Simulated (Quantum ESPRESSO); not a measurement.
# T-SnSe2: band edges from 1 to 2 sheets (PBEsol, Quantum ESPRESSO)

How do the band edges of T-SnSe2 move as sheets are stacked?

All values are computed: Quantum ESPRESSO 7.5, PBEsol, plane waves, scalar-relativistic unless marked; slabs or sheets with vacuum, the vacuum level from the planar mean of the electrostatic potential.

| sheets | ionisation potential (eV) | affinity (eV) | gap (eV) | gap on the path |
| --- | --- | --- | --- | --- |
| 1 | 6.03 | 5.26 | 0.77 | indirect, from a point between Γ and M to M |
| 2 | 5.84 | 5.27 | 0.57 | indirect, from a point between K and Γ to M |

From 1 to 2 sheets the gap goes from 0.77 to 0.57 eV: the valence top moves up by 0.19 eV and the conduction bottom down by 0.01 eV. Most of the change is in the valence band. Levels whose orbitals reach out of the sheet split into bonding and antibonding partners across the gap between sheets, and the partner nearer the gap forms the new edge.

Kohn–Sham gaps are too small, and the added screening by further sheets, which shifts true quasiparticle edges, is missing.
